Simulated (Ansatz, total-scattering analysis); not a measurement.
# Worked example: from partials to totals in B2O3

A simulated model of B2O3 at 1500 K, fixed volume (mean pressure -1.5 GPa), from ab initio molecular dynamics with Ansatz (LDA, plane waves, PAW default files, Langevin thermostat, no spin, fixed volume). The average runs over 1.27 ps of 70 atoms, so shells between rare elements are rough. Mean temperature 1501 K, largest m.s.d. 0.87 Å², energy drift +9 meV an atom (last third less first, no steady trend), Langevin friction 10 ps⁻¹; the first quarter of the run is discarded. Start: last frame of a classical run of this cell at the same density and temperature. So short a stretch relaxes bonds and nearest shells but still remembers its start. It is a melt by its history, in a run too short to show flow. Atom fractions B 0.4000, O 0.6000; masses B 10.810, O 15.999 u; density 1.5500 g/cm³; coherent lengths B 6.65, O 5.8037 fm (B as ¹¹B). Faber–Ziman partials at a few Q:

| Q (Å⁻¹) | S O–O | S B–O | S B–B |
| --- | --- | --- | --- |
| 1.30 | 0.578 | 2.511 | 0.468 |
| 2.00 | 0.231 | 2.009 | 0.266 |
| 4.00 | 0.771 | 0.715 | 0.607 |

The pair function g(BO), r in Å, every 0.06 Å up to its first minimum: 1.17 0.03, 1.23 1.17, 1.29 8.98, 1.35 18.54, 1.41 15.09, 1.47 6.29, 1.53 1.72, 1.59 0.28, 1.65 0.05, 1.71 0.01.

**Tasks.** (a) The number density. (b) The neutron weights. (c) The neutron S(Q) at the listed Q. (d) The Bhatia–Thornton terms S_NN and S_CC there. (e) The number of O around B.

(a) The mean mass is 0.4000×10.810 + 0.6000×15.999 = 13.923 u, so ρ₀ = 1.5500/(13.923 × 1.66054) = 0.06704 Å⁻³.

(b) ⟨b⟩ = 0.4000×6.65 + 0.6000×5.8037 = 6.142 fm. The weight of a pair is ci cj bi bj (2 − δij)/⟨b⟩²: O–O 0.321, B–O 0.491, B–B 0.188; they sum to 1.000.

(c) S = 1 + Σ w (Sij − 1). At 1.30 Å⁻¹: 1 − 0.136 + 0.742 − 0.100 = 1.506; B–O pushes up most; O–O pulls down most. At 2.00 Å⁻¹: 1 − 0.247 + 0.495 − 0.138 = 1.110; B–O pushes up most; O–O pulls down most. At 4.00 Å⁻¹: 1 − 0.074 − 0.140 − 0.074 = 0.712; B–O pulls down most.

(d) S_NN = c₁²S₁₁ + c₂²S₂₂ + 2c₁c₂S₁₂ and S_CC = c₁c₂[1 + c₁c₂(S₁₁ + S₂₂ − 2S₁₂)], with 1 = B: 1.30 Å⁻¹: S_NN = 1.49, S_CC/(c₁c₂) = 0.05; 2.00 Å⁻¹: S_NN = 1.09, S_CC/(c₁c₂) = 0.15; 4.00 Å⁻¹: S_NN = 0.72, S_CC/(c₁c₂) = 0.99. A random mixture has S_CC/(c₁c₂) = 1; a value well above it means concentration waves of period 2π/Q: alternation near the main peak or below it, clustering toward Q = 0.

(e) n = 4πρ₀ c(O) Σ r² g Δr. The sum Σ r² g over the listed points is 99.0 Å², so n = 4π × 0.06704 × 0.6000 × 99.0 × 0.06 = 3.00; counting pairs in the frames up to 1.76 Å gives 3.00. By balance, each O has n c(B)/c(O) = 2.00 B.
